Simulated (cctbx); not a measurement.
**What is wrong with this refinement?**

Cell a = 9.2520 Å, b = 9.2520 Å, c = 5.2110 Å, α = 90.00°, β = 90.00°, γ = 90.00°; space group I4/mmm (no. 139).

The data are simulated with cctbx, not measured: Mo Kα, λ = 0.71073 Å, to d = 0.84 Å, 80 % of the full sphere, strongest reflection 5000 counts, noise from counting, a 2 % proportional error and a noise floor of 4 counts (s.d.); no absorption.

An isotropic refinement with weights 1/σ² prints:

```text
Rint 0.040, 137 unique reflections to 0.84 A
cycle     R1     wR2    GooF  max shift (A)
   1  0.6818  0.9370  39.453   0.40035
   4  0.0096  0.0199   0.836   0.00000
final R1 0.0096 wR2 0.0199 GooF 0.836  parameters 6  data/parameter 22.8
atom        x        y        z      Ueq    occ   su(xyz)  su(Uiso or U11)
Nd1    0.00000  0.00000  0.00000   0.0194  1.000  0.00000  0.0001
Ga1    0.00000  0.22385  0.50000   0.0230  1.000  0.00006  0.0002
Ga2    0.00000  0.64456  0.00000   0.0249  1.000  0.00006  0.0002
Mn1    0.25000  0.75000  0.25000   0.0314  1.000  0.00000  0.0002
difference map: max 0.43 min -0.49 rms 0.12
Q1    0.0000  0.1596  0.5000    8    0.44  0.59 A from Ga1
Q2    0.0000  0.0956  0.2868   16    0.42  1.63 A from Ga1
Q3    0.0000  0.5000  0.0000    4    0.38  1.34 A from Ga2
Q4    0.2322  0.2322  0.1022   16    0.34  0.80 A from Mn1
Q5    0.1514  0.2612  0.1330   32    0.32  1.10 A from Mn1
Q6    0.1089  0.1089  0.5000    8    0.31  1.46 A from Ga1
```

Q: Accept it or mend it, and why?

It can stand. The set-up had a fault (start far from the minimum), but the refinement still reached the right minimum: R1 = 0.0096, wR2 = 0.0199, GooF = 0.84 against R1 = 0.0096, wR2 = 0.0199, GooF = 0.84 for the right model.

The compound is NdMn4Ga8. The right model at the same level gives:

```text
Rint 0.040, 137 unique reflections to 0.84 A
cycle     R1     wR2    GooF  max shift (A)
   1  0.0660  0.1458   6.138   0.02737
   2  0.0096  0.0199   0.836   0.00000
final R1 0.0096 wR2 0.0199 GooF 0.836  parameters 6  data/parameter 22.8
atom        x        y        z      Ueq    occ   su(xyz)  su(Uiso or U11)
Nd1    0.00000  0.00000  0.00000   0.0194  1.000  0.00000  0.0001
Ga1    0.00000  0.22385  0.50000   0.0230  1.000  0.00006  0.0002
Ga2    0.00000  0.64456  0.00000   0.0249  1.000  0.00006  0.0002
Mn1    0.25000  0.75000  0.25000   0.0314  1.000  0.00000  0.0002
difference map: max 0.43 min -0.49 rms 0.12
Q1    0.0000  0.1596  0.5000    8    0.44  0.59 A from Ga1
Q2    0.0000  0.0956  0.2868   16    0.42  1.63 A from Ga1
Q3    0.0000  0.5000  0.0000    4    0.38  1.34 A from Ga2
Q4    0.2322  0.2322  0.1022   16    0.34  0.80 A from Mn1
Q5    0.1514  0.2612  0.1330   32    0.32  1.10 A from Mn1
Q6    0.1089  0.1089  0.5000    8    0.31  1.46 A from Ga1
```

Isotropic U is held between 0.0001 and 1 Å² by the program, and listed peak heights are interpolated, so they can pass the grid's maximum.

The model was made for the exercise: a known structure type with other elements put in, its volume estimated, not relaxed; displacement parameters are assumed.

[Middle refinement cycles are left out of these outputs.]

[Logs are printed without paths, hosts, clocks, repeated set-up lines and the standing remarks that a program may print on its own settings, such as how far it seeks lower states.]
